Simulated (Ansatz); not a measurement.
# Ba on Cu(100): change of the work function

How does one ordered layer of Ba (hollow site) change the work function of Cu(100), and what dipole does each adsorbate carry?

Method: plane-wave DFT, PBE, Ansatz PAW, in Ansatz 0.2.0.

**1. The structure**

The cell holds 4 atoms: 4 Cu. Cell: a = 2.553 Å, b = 2.553 Å, c = 23.415 Å, α = 90.0°, β = 90.0°, γ = 90.0°. Vacuum lies along c.

**2. The clean slab**

The bare slab comes first, as the zero from which every change is counted. The two lowest layers are held at bulk places and the upper ones relax. The dipole correction removes the false field that a one-sided slab makes across the periodic vacuum, so each face gets a flat vacuum level of its own.

Input file input.yaml:

```yaml
crystal:
  lattice:
    - [2.5526554801, 0.0, 0.0]
    - [0.0, 2.5526554801, 0.0]
    - [0.0, 0.0, 23.415]
  atoms:
    - { symbol: Cu, position: [0.5, 0.5, 0.3843689942] }
    - { symbol: Cu, position: [0.0, 0.0, 0.4614563314] }
    - { symbol: Cu, position: [0.5, 0.5, 0.5385436686] }
    - { symbol: Cu, position: [0.0, 0.0, 0.6156310058] }
kpoints:
  mp_grid: { grid: [12, 12, 1] }
hamiltonian:
  xc: pbe
scf:
  occupations: { method: fermi_dirac, width: 0.1 }
  convergence: { dr2_threshold: 1.0e-08 }
efield:
  axis: 3
  dipole_correction: true
  ramp_position: 0.97
  ramp_width: 0.06
relax:
  f_tol: 0.02
  max_steps: 60
  constraints: [{ sites: [0, 1] }]
output:
  write_potential: true
  write_density: true
  volumetric_format: npy
```

On the command line:

```sh
$ ansatz run input.yaml --threads 4 --pin off --max-ram 6144MiB --backend cpu --events-out ev --progress --plain --runs-dir out
```

The log of the run:

```text
Engine: ansatz 0.2.0, aarch64-unknown-linux-gnu
Pseudopotentials: kind: paw
Pseudopotential: Cu, paw, valence charge 19, recommended cutoff 420 eV (normal), Cu.paw.azcp
Functional definition: PBE
  parameter kappa = 0.804
  parameter beta = 0.066725
  exchange = pbe_x(kappa = kappa, mu = beta*pi^2/3)
  correlation = pbe_c(beta = beta)
Crystal: 4 atoms, lattice volume = 152.573 Å³
Basis set: ecut = 420 eV, 3011 PW (Γ), exchange–correlation on 36×36×320 points (8 copies of the dense FFT grid, shifted against one another)
Bands: 46, of which v1, the nominal top of the filled ones, is band 38 counted from 1 (37 counted from 0)
Symmetry: 8 space group operations
k-points: 28 of 144
Non-local potential: Cu, projectors of the file, l = 0: 3, l = 1: 2, l = 2: 3, l = 3: 1
PAW form: soft (Blöchl's): semilocal exchange-correlation on the pseudo side does not see the compensation charge
PAW one-centre angular grid: Cu, 590 points (default); XC on 64 Gauss nodes
Initial density: superposition of atomic densities (neutral atoms: chi_scale 0, normalization atom), corrected by the library's trained network
Initial wavefunctions: pseudopotential atomic-orbital guess
Functional: x = pbe(κ = 0.804, μ = 0.219515), c = pbe(β = 0.066725)
SCF iter   1: F=—  HF=-26499.487320 eV  |F-HF|=—  |Δ(HF+E_count)|=         —  Δρ=1.44e-3  dr2=1.11e-2  ethr=1.77e-3  p=-0.000 e·Å  D=-7.17e-15 V/Å  ΔV_dip=0.00 eV  dr2_dipole=9.36e-9  V_vac-E_F(+/−)=4.49/4.49 eV  ⟨swp⟩=8.7  Hψ=5648  notcnv=0  defer=4
efield: sawtooth ramp at fractional position 0.9700 (set: `efield.ramp_position`, or a place that a band, a saddle search or an elastic batch's reference lends), width 0.0600; the density the first Hamiltonian is built on has a dipole p = -0.000 e·Å; the dipole correction subtracts the counter field D = -7.17e-15 V/Å, which shifts the + side's vacuum level by +0.00 eV against the − side's; the planar-averaged density in the ramp window peaks in size at 3.2e-5 e/Å³
preconditioner: auto → LDOS  [metal: Δε(μ)=0.060 eV  Ē_g=8.062 eV  σ=0.100 eV  W_gap=0.15  n_scr=18 (ndim 8)  ℏωp=19.9 eV  f_vac=0.639  D(μ)=1.29/eV (n_scr^D=8)  β→1.0]
SCF iter   2: F=—  HF=-26499.492238 eV  |F-HF|=—  |Δ(HF+E_count)|=   4.92e-3  Δρ=1.83e-3  dr2=4.23e-3  ethr=1.46e-5  p=-0.000 e·Å  D=-6.15e-6 V/Å  ΔV_dip=0.00 eV  dr2_dipole=9.00e-8  V_vac-E_F(+/−)=4.58/4.58 eV  ⟨swp⟩=2.9  Hψ=2867  notcnv=0  defer=39
SCF iter   3: F=—  HF=-26499.491942 eV  |F-HF|=—  |Δ(HF+E_count)|=   2.96e-4  Δρ=1.46e-3  dr2=1.64e-3  ethr=5.57e-6  p=-0.000 e·Å  D=-3.99e-5 V/Å  ΔV_dip=0.00 eV  dr2_dipole=2.09e-7  V_vac-E_F(+/−)=4.57/4.57 eV  ⟨swp⟩=2.5  Hψ=2210  notcnv=0  defer=39
SCF iter   4: F=—  HF=-26499.491516 eV  |F-HF|=—  |Δ(HF+E_count)|=   4.26e-4  Δρ=1.91e-4  dr2=1.24e-4  ethr=2.16e-6  p=0.000 e·Å  D=2.29e-5 V/Å  ΔV_dip=-0.00 eV  dr2_dipole=3.77e-9  V_vac-E_F(+/−)=4.57/4.57 eV  ⟨swp⟩=2.0  Hψ=1832  notcnv=0  defer=39
SCF iter   5: F=—  HF=-26499.491529 eV  |F-HF|=—  |Δ(HF+E_count)|=   1.21e-5  Δρ=1.10e-4  dr2=2.44e-5  ethr=1.63e-7  p=-0.000 e·Å  D=-1.13e-5 V/Å  ΔV_dip=0.00 eV  dr2_dipole=1.50e-9  V_vac-E_F(+/−)=4.58/4.58 eV  ⟨swp⟩=2.1  Hψ=1761  notcnv=0  defer=39
SCF iter   6: F=—  HF=-26499.491521 eV  |F-HF|=—  |Δ(HF+E_count)|=   7.22e-6  Δρ=1.05e-4  dr2=1.04e-5  ethr=3.21e-8  p=0.000 e·Å  D=2.18e-5 V/Å  ΔV_dip=-0.00 eV  dr2_dipole=1.21e-8  V_vac-E_F(+/−)=4.58/4.58 eV  ⟨swp⟩=2.0  Hψ=1843  notcnv=0  defer=39
SCF iter   7: F=—  HF=-26499.491516 eV  |F-HF|=—  |Δ(HF+E_count)|=   4.87e-6  Δρ=2.78e-5  dr2=8.10e-7  ethr=1.37e-8  p=0.000 e·Å  D=4.93e-6 V/Å  ΔV_dip=-0.00 eV  dr2_dipole=2.35e-11  V_vac-E_F(+/−)=4.58/4.58 eV  ⟨swp⟩=2.1  Hψ=1738  notcnv=0  defer=39
SCF iter   8: F=—  HF=-26499.491526 eV  |F-HF|=—  |Δ(HF+E_count)|=   9.89e-6  Δρ=2.02e-5  dr2=4.10e-7  ethr=1.07e-9  p=0.000 e·Å  D=3.52e-6 V/Å  ΔV_dip=-0.00 eV  dr2_dipole=2.39e-9  V_vac-E_F(+/−)=4.58/4.58 eV  ⟨swp⟩=2.0  Hψ=1851  notcnv=0  defer=39
SCF iter   9: F=—  HF=-26499.491526 eV  |F-HF|=—  |Δ(HF+E_count)|=   1.27e-7  Δρ=8.57e-6  dr2=8.09e-8  ethr=5.39e-10  p=0.000 e·Å  D=5.31e-7 V/Å  ΔV_dip=-0.00 eV  dr2_dipole=3.70e-10  V_vac-E_F(+/−)=4.58/4.58 eV  ⟨swp⟩=2.0  Hψ=1812  notcnv=0  defer=39
SCF iter  10: F=-26499.491526 eV  HF=-26499.491526 eV  |F-HF|=5.54e-8  |Δ(HF+E_count)|=   3.77e-8  Δρ=1.16e-6  dr2=1.63e-9  ethr=1.32e-11  p=0.000 e·Å  D=2.44e-7 V/Å  ΔV_dip=-0.00 eV  dr2_dipole=7.46e-12  V_vac-E_F(+/−)=4.58/4.58 eV  ⟨swp⟩=8.1  Hψ=9221  notcnv=0
SCF 1 converged in 10 iterations: F = -26499.491526 eV  dr2 = 1.63e-9
  greatest PAW one-centre occupation: 1.000 electrons in one spin orbital (limit 2), on the Cu atom at site 3 (counted from 0), in its partial waves of l = 0
relax step   1: F+E_penalty+E_count = -26499.49152650 eV  Δ(F+E_penalty+E_count) = +0.000e0 eV  max|allowed force component| = 2.181e-1 eV/Å  Δτ_max = 0.0000 Å  (10 SCF iters, accepted)
Initial density: handed on by an earlier stage of this run
Initial wavefunctions: those handed on with the density
iter 1 solved again at ethr=4.94e-7 eV; its pass at ethr=3.10e-3 eV (dr2=3.76e-4 eV) is discarded
SCF iter   1: F=—  HF=-26499.493638 eV  |F-HF|=—  |Δ(HF+E_count)|=         —  Δρ=7.18e-4  dr2=3.81e-4  ethr=4.94e-7  p=0.000 e·Å  D=6.52e-7 V/Å  ΔV_dip=-0.00 eV  dr2_dipole=5.33e-7  V_vac-E_F(+/−)=4.58/4.58 eV  ⟨swp⟩=2.8  Hψ=4247  notcnv=0  defer=52
efield: sawtooth ramp at fractional position 0.9700 (set: `efield.ramp_position`, or a place that a band, a saddle search or an elastic batch's reference lends), width 0.0600; the density the first Hamiltonian is built on has a dipole p = 0.000 e·Å; the dipole correction subtracts the counter field D = 6.52e-7 V/Å, which shifts the + side's vacuum level by -0.00 eV against the − side's; the planar-averaged density in the ramp window peaks in size at 2.3e-5 e/Å³
preconditioner: auto → LDOS  [metal: Δε(μ)=0.090 eV  Ē_g=8.129 eV  σ=0.100 eV  W_gap=0.22  n_scr=18 (ndim 8)  ℏωp=19.9 eV  f_vac=0.638  D(μ)=1.28/eV (n_scr^D=8)  β→1.0]
SCF iter   2: F=—  HF=-26499.493457 eV  |F-HF|=—  |Δ(HF+E_count)|=   1.81e-4  Δρ=1.93e-4  dr2=8.92e-5  ethr=4.94e-7  p=0.000 e·Å  D=2.69e-4 V/Å  ΔV_dip=-0.01 eV  dr2_dipole=1.27e-5  V_vac-E_F(+/−)=4.58/4.58 eV  ⟨swp⟩=2.1  Hψ=2198  notcnv=0  defer=52
SCF iter   3: F=—  HF=-26499.493455 eV  |F-HF|=—  |Δ(HF+E_count)|=   2.54e-6  Δρ=1.84e-4  dr2=3.53e-5  ethr=1.17e-7  p=0.000 e·Å  D=1.03e-4 V/Å  ΔV_dip=-0.00 eV  dr2_dipole=5.88e-7  V_vac-E_F(+/−)=4.58/4.58 eV  ⟨swp⟩=2.0  Hψ=1859  notcnv=0  defer=52
SCF iter   4: F=—  HF=-26499.493464 eV  |F-HF|=—  |Δ(HF+E_count)|=   9.09e-6  Δρ=9.12e-5  dr2=8.65e-6  ethr=4.64e-8  p=0.000 e·Å  D=1.63e-4 V/Å  ΔV_dip=-0.00 eV  dr2_dipole=1.04e-7  V_vac-E_F(+/−)=4.58/4.58 eV  ⟨swp⟩=2.0  Hψ=1849  notcnv=0  defer=52
SCF iter   5: F=—  HF=-26499.493458 eV  |F-HF|=—  |Δ(HF+E_count)|=   5.47e-6  Δρ=2.20e-5  dr2=5.03e-7  ethr=1.14e-8  p=0.000 e·Å  D=1.56e-4 V/Å  ΔV_dip=-0.00 eV  dr2_dipole=1.16e-8  V_vac-E_F(+/−)=4.58/4.58 eV  ⟨swp⟩=2.0  Hψ=1786  notcnv=0  defer=52
SCF iter   6: F=—  HF=-26499.493458 eV  |F-HF|=—  |Δ(HF+E_count)|=   2.31e-7  Δρ=1.23e-5  dr2=1.50e-7  ethr=6.61e-10  p=0.000 e·Å  D=1.63e-4 V/Å  ΔV_dip=-0.00 eV  dr2_dipole=2.72e-9  V_vac-E_F(+/−)=4.58/4.58 eV  ⟨swp⟩=2.0  Hψ=1850  notcnv=0  defer=52
SCF iter   7: F=-26499.493458 eV  HF=-26499.493458 eV  |F-HF|=7.54e-9  |Δ(HF+E_count)|=   8.22e-8  Δρ=2.24e-6  dr2=5.35e-9  ethr=1.32e-11  p=0.000 e·Å  D=1.65e-4 V/Å  ΔV_dip=-0.00 eV  dr2_dipole=5.96e-12  V_vac-E_F(+/−)=4.58/4.58 eV  ⟨swp⟩=8.1  Hψ=9419  notcnv=0
SCF 2 converged in 7 iterations: F = -26499.493458 eV  dr2 = 5.35e-9
  greatest PAW one-centre occupation: 1.000 electrons in one spin orbital (limit 2), on the Cu atom at site 0 (counted from 0), in its partial waves of l = 0
relax step   2: F+E_penalty+E_count = -26499.49345845 eV  Δ(F+E_penalty+E_count) = -1.932e-3 eV  max|allowed force component| = 1.395e-1 eV/Å  Δτ_max = 0.0117 Å  (7 SCF iters, accepted)
SCF iter   1: F=—  HF=-26499.495286 eV  |F-HF|=—  |Δ(HF+E_count)|=         —  Δρ=1.19e-3  dr2=9.92e-4  ethr=1.36e-5  p=0.000 e·Å  D=1.65e-4 V/Å  ΔV_dip=-0.00 eV  dr2_dipole=3.18e-9  V_vac-E_F(+/−)=4.58/4.58 eV  ⟨swp⟩=3.2  Hψ=3121  notcnv=0  defer=52
efield: sawtooth ramp at fractional position 0.9700 (set: `efield.ramp_position`, or a place that a band, a saddle search or an elastic batch's reference lends), width 0.0600; the density the first Hamiltonian is built on has a dipole p = 0.000 e·Å; the dipole correction subtracts the counter field D = 1.65e-4 V/Å, which shifts the + side's vacuum level by -0.00 eV against the − side's; the planar-averaged density in the ramp window peaks in size at 2.2e-5 e/Å³
preconditioner: auto → LDOS  [metal: Δε(μ)=0.088 eV  Ē_g=8.129 eV  σ=0.100 eV  W_gap=0.21  n_scr=18 (ndim 8)  ℏωp=19.9 eV  f_vac=0.638  D(μ)=1.29/eV (n_scr^D=8)  β→1.0]
SCF iter   2: F=—  HF=-26499.494837 eV  |F-HF|=—  |Δ(HF+E_count)|=   4.49e-4  Δρ=3.85e-4  dr2=2.55e-4  ethr=1.31e-6  p=0.000 e·Å  D=5.86e-4 V/Å  ΔV_dip=-0.01 eV  dr2_dipole=3.47e-5  V_vac-E_F(+/−)=4.57/4.58 eV  ⟨swp⟩=2.0  Hψ=2546  notcnv=0  defer=52
SCF iter   3: F=—  HF=-26499.494808 eV  |F-HF|=—  |Δ(HF+E_count)|=   2.90e-5  Δρ=4.05e-4  dr2=1.71e-4  ethr=3.36e-7  p=0.000 e·Å  D=4.58e-4 V/Å  ΔV_dip=-0.01 eV  dr2_dipole=3.20e-6  V_vac-E_F(+/−)=4.57/4.58 eV  ⟨swp⟩=2.2  Hψ=2080  notcnv=0  defer=52
SCF iter   4: F=—  HF=-26499.494790 eV  |F-HF|=—  |Δ(HF+E_count)|=   1.79e-5  Δρ=6.85e-5  dr2=6.36e-6  ethr=2.25e-7  p=0.000 e·Å  D=4.56e-4 V/Å  ΔV_dip=-0.01 eV  dr2_dipole=2.50e-7  V_vac-E_F(+/−)=4.57/4.58 eV  ⟨swp⟩=2.0  Hψ=1803  notcnv=0  defer=52
SCF iter   5: F=—  HF=-26499.494796 eV  |F-HF|=—  |Δ(HF+E_count)|=   5.89e-6  Δρ=2.59e-5  dr2=9.68e-7  ethr=8.37e-9  p=0.000 e·Å  D=4.76e-4 V/Å  ΔV_dip=-0.01 eV  dr2_dipole=9.09e-8  V_vac-E_F(+/−)=4.57/4.58 eV  ⟨swp⟩=2.9  Hψ=1991  notcnv=0  defer=52
SCF iter   6: F=—  HF=-26499.494796 eV  |F-HF|=—  |Δ(HF+E_count)|=   1.95e-7  Δρ=7.50e-6  dr2=6.43e-8  ethr=1.27e-9  p=0.000 e·Å  D=4.75e-4 V/Å  ΔV_dip=-0.01 eV  dr2_dipole=4.68e-9  V_vac-E_F(+/−)=4.57/4.58 eV  ⟨swp⟩=2.0  Hψ=1717  notcnv=0  defer=52
SCF iter   7: F=—  HF=-26499.494796 eV  |F-HF|=—  |Δ(HF+E_count)|=   2.24e-7  Δρ=3.82e-6  dr2=1.47e-8  ethr=1.32e-11  p=0.000 e·Å  D=4.89e-4 V/Å  ΔV_dip=-0.01 eV  dr2_dipole=1.12e-10  V_vac-E_F(+/−)=4.57/4.58 eV  ⟨swp⟩=9.8  Hψ=9000  notcnv=0
SCF iter   8: F=—  HF=-26499.494796 eV  |F-HF|=—  |Δ(HF+E_count)|=   7.58e-8  Δρ=3.61e-6  dr2=1.52e-8  ethr=1.32e-11  p=0.000 e·Å  D=4.94e-4 V/Å  ΔV_dip=-0.01 eV  dr2_dipole=3.73e-10  V_vac-E_F(+/−)=4.57/4.58 eV  ⟨swp⟩=9.1  Hψ=8387  notcnv=0
SCF iter   9: F=-26499.494796 eV  HF=-26499.494796 eV  |F-HF|=1.35e-9  |Δ(HF+E_count)|=   1.27e-8  Δρ=1.23e-6  dr2=2.58e-9  ethr=1.32e-11  p=0.000 e·Å  D=4.96e-4 V/Å  ΔV_dip=-0.01 eV  dr2_dipole=1.02e-10  V_vac-E_F(+/−)=4.57/4.58 eV  ⟨swp⟩=6.8  Hψ=8438  notcnv=0
SCF 3 converged in 9 iterations: F = -26499.494796 eV  dr2 = 2.58e-9
relax step   3: F+E_penalty+E_count = -26499.49479638 eV  Δ(F+E_penalty+E_count) = -1.338e-3 eV  max|allowed force component| = 2.096e-3 eV/Å  Δτ_max = 0.0196 Å  (9 SCF iters, accepted)
NSCF: frozen V_eff on 28 k-points
the band table was solved once a step of the walk had ended and its energy, with any forces and stress, was formed, with the checks that follow a solve (6802 applications of the Hamiltonian). They found nothing against the state; the energy, forces and stress were not computed again (output.eigenvalues in the input reference)
WARN: The output density's exchange-correlation potential varies sharply where the density is thin. Do not read a vacuum level from v_tot or v_xc, or from such a field of the output density. On a cell that repeats whose density bears no net charge and no dipole along the vacuum's axis use v_es (v_loc + v_h of the components); under efield.dipole_correction with no amplitude use v_es + v_field, which holds any externa [...]
SCF converged after 9 iterations
Free energy (F): -26499.494796 eV
Harris-Foulkes:  -26499.494796 eV  (|F-HF|=1.35e-9)
Internal energy: -26499.450325 eV  (E = F + TS)
E sigma→0 (E₀):  -26499.472561 eV
Entropy (-TS):   -0.044472 eV (-11.118 meV/atom)
Fermi energy:    2.077824 eV
Dipole field:    D = 0.000480 V/Å  (p = 0.000405 e·Å, saw-weighted, corrected)
Work function:   Φ+ = 4.5707 eV   Φ− = 4.5819 eV
Levels:          The Fermi level and band energies are counted from a zero that moves with the ramp; work functions are not
--- Per-component energies (eV) ---
  E_band       = -2536.166477
  E_kinetic    = 1198.309528
  E_local      = -168854.315694  (includes V_loc(G=0)·N_el)
  E_nonlocal   = 1567.140430
  E_hartree    = 82915.850215
  E_xc         = -355.051919
  E_vxc        = -457.887175  (∫ρ·V_xc dr)
  E_paw        = -6658.907342  (= ΣΔE_a)
  E_vpaw       = -1821.114883  (= ΣTr[D̂ρ^β])
  E_aug_tail   = 0.001125  (compensation charges beyond the density's cutoff)
  E_efield     = 0.000000  (sawtooth field / dipole correction)
  E_vefield    = -0.000313  (∫n·V_field dr)
  E_ewald      = 63687.523332
  E_smearing   = -0.044472  (= −TS)
  E_closure    = -0.000000  (closes the sum)
  Σ components = -26499.494796   (vs F -26499.494796, Δ=0.00e0)
--- Forces (eV/Å), atoms counted from 1 ---
  atom   1  Cu    -0.00000000     0.00000000     0.10441416
  atom   2  Cu    -0.00000000     0.00000000    -0.10661276
  atom   3  Cu     0.00000000     0.00000000     0.00010983
  atom   4  Cu    -0.00000000     0.00000000     0.00209595
  max |Σ_I F_I| component: 7.18e-6 eV/Å
--- Band table (eV; the first three rows and the last of 28) ---
  k-point 0: bands = [... 34 lower, 0.3997, 0.6183, 0.6474, 0.6474, 0.6479, 1.6164, 3.1949, 6.4525, ... 4 higher]
  k-point 1: bands = [... 34 lower, 0.4671, 0.5052, 0.5494, 0.6055, 0.6780, 1.9009, 3.5303, 6.6065, ... 4 higher]
  k-point 2: bands = [... 34 lower, 0.4625, 0.4862, 0.5546, 0.6159, 0.6727, 2.5350, 4.3478, 7.0666, ... 4 higher]
  k-point 27: bands = [... 34 lower, 1.0039, 1.0231, 4.5597, 4.5597, 6.7457, 6.7457, 9.5125, 9.5174, ... 4 higher]
--- Relaxed structure (3 steps of the walk, 3 accepted, 0 SCFs on fresh bases) ---
  F+E_penalty+E_count = -26499.49479638 eV   max|allowed force component| = 2.096e-3 eV/Å
  atoms:
    - { symbol: Cu, position: [0.5, 0.5, 0.384369] }
    - { symbol: Cu, position: [0.0, 0.0, 0.461456] }
    - { symbol: Cu, position: [0.5, 0.5, 0.539882] }
    - { symbol: Cu, position: [0, 0.0, 0.615758] }
```

Run time: 15 s. Hardware: 4 threads of Arm Neoverse V2, shared host; peak memory 0.49 GiB.

Reading the cycles: dr2 is the Hartree energy of the density residual (eV), the measure of convergence; HF is the Harris–Foulkes estimate of the energy, which meets the free energy F at convergence.

The steps of the relaxation:

| step | energy less that of the first step (eV) | largest force component (eV/Å) |
| --- | --- | --- |
| 1 | 0.0000 | 0.2181 |
| 2 | -0.0019 | 0.1395 |
| 3 | -0.0033 | 0.0021 |

The run keeps the 8 symmetry operations that the program found, so distortions that break them were not tested.

The atoms that moved most (Å):

| atom | dx | dy | dz | length |
| --- | --- | --- | --- | --- |
| Cu3 | 0.000 | 0.000 | 0.031 | 0.031 |

Final coordinates:

```xyz
4
Lattice="2.5527 0.0000 0.0000 0.0000 2.5527 0.0000 0.0000 0.0000 23.4150" Properties=species:S:1:pos:R:3
Cu    1.2763    1.2763    9.0000
Cu    0.0000    0.0000   10.8050
Cu    1.2763    1.2763   12.6413
Cu    0.0000    0.0000   14.4180
```

Numbers from this step:

```yaml
energy_at_zero_smearing: -26499.4726 eV
work_function_upper_face: 4.571 eV
dipole_along_the_normal: 4.05e-4 e·Å
```

Running mean over 1.805 Å of the planar mean; the ramp of the sawtooth is left out. Electron's electrostatic potential energy less the Fermi level against z:

| z (Å) | electron's electrostatic potential energy less the Fermi level (eV) |
| --- | --- |
| 3 | 4.58 |
| 4 | 4.58 |
| 5 | 4.58 |
| 6 | 4.54 |
| 7 | 4.10 |
| 8 | -1.44 |
| 9 | -8.30 |
| 10 | -8.72 |
| 11 | -8.72 |
| 12 | -8.55 |
| 13 | -8.94 |
| 14 | -8.80 |
| 15 | -5.53 |
| 16 | 3.08 |
| 17 | 4.46 |
| 18 | 4.56 |
| 19 | 4.57 |
| 20 | 4.57 |

The relaxation took 3 steps and lowered the energy by 0.0033 eV; the largest force on the free atoms ends at 0.0021 eV/Å.

The work function of the upper face is 4.57 eV.

[end of part 1 of 2]

[Long decimals in the printed logs are rounded to 6 places.]

[Logs are printed without paths, hosts, clocks, repeated set-up lines and the standing remarks that a program may print on its own settings, such as how far it seeks lower states.]

[Hosts, paths, dates, database ids (printed as entryN), source tags and the programs' standing remarks are cut or masked in the printed files.]

[Maps of the electrostatic potential energy from Ansatz leave out the sawtooth potential of an applied field or a dipole correction, so their vacuum need not be flat; planar profiles and work functions include it.]
